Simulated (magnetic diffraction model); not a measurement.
# Magnetic neutron pattern of K2MnS2O6

Space group R-3m (no. 166), a = 5.4960 Å, c = 18.4680 Å.

```
site  atom       x       y       z
  3a    Mn       0       0       0
  6c     K     2/3     1/3  0.1403
  6c     S     1/3     2/3  0.0396
 18h     O  0.1728  0.3456  0.0769
```

This is a made-up structure (elements placed in a structure type, unrelaxed), so the numbers test the method and describe no known phase.

Only Mn is taken to order (form factors of Mn2+); orders and moment sizes are assumed, and not adapted to the symmetry. Radiation: neutrons of λ = 2.52 Å, 5° to 90°; isotropic B of 0.52 Å² (Mn), 0.69 Å² (K), 0.68 Å² (S) and 0.75 Å² (O). The intensities are simulated: I ∝ L Σ (|F_N|² + |F_M⊥|²) for unpolarised neutrons, with F_M = 2.695 fm/μB × Σ f(s) S exp(2πi Q·r) exp(−B s²) at Q = H ± k (one set where k and −k are equivalent), only the part normal to Q counting and L = 1/(sin²θ cos θ). For collinear order S is the moment m, which repeats by lattice and centring translations R with the sign exp(−2πi k·R). Form factors are spin-only for 3d ions and dipole or tabulated for f ions, scattering lengths are Sears's of 1992, and absorption is left out. A label names one of the reflections at its angle. The strongest nuclear line in the range is 100, and lines under 0.2 are left out.

Assume the order k = (0 0 0), collinear moments along [001], 4.21 μB on Mn.

Q: Where does magnetic intensity appear, and how strong is it?

```
2θ (°)    index  nuclear  magnetic
 23.62  (0 0 3)      0.4       0.0
 31.73  (1 0 1)      7.9      17.8
 34.65  (0 1 2)      0.7      12.1
 44.69  (1 0 4)     40.9       3.9
 48.33  (0 0 6)     31.9       0.0
 51.16  (0 1 5)     10.0       2.1
 54.58  (1 1 0)      0.3       4.6
 60.28  (1 1 3)      6.6       5.7
 64.53  (0 2 1)      2.3       2.7
 66.19  (1 0 7)     10.2       0.6
 66.29  (2 0 2)    100.0       2.4
 73.12  (0 2 4)     29.6       1.5
 74.69  (0 1 8)     10.6       0.3
 75.76  (0 0 9)      5.9       0.0
 75.86  (1 1 6)     11.9       1.9
 78.08  (2 0 5)      0.0       1.1
 89.45  (2 1 1)      0.1       2.0
```

The strongest magnetic line in the range is (1 0 1) at 31.73° (17.8). On top of the Lorentz factor, which all lines share, magnetic lines fade with angle because f falls: for Mn2+ it is 0.90, 0.66, 0.41 and 0.12 at sin θ/λ = 0.1, 0.2, 0.3 and 0.5 Å⁻¹, while nuclear lengths stay constant. The net moment is 4.21 μB a primitive cell.

[Logs are printed without paths, hosts, clocks, repeated set-up lines and the standing remarks that a program may print on its own settings, such as how far it seeks lower states.]
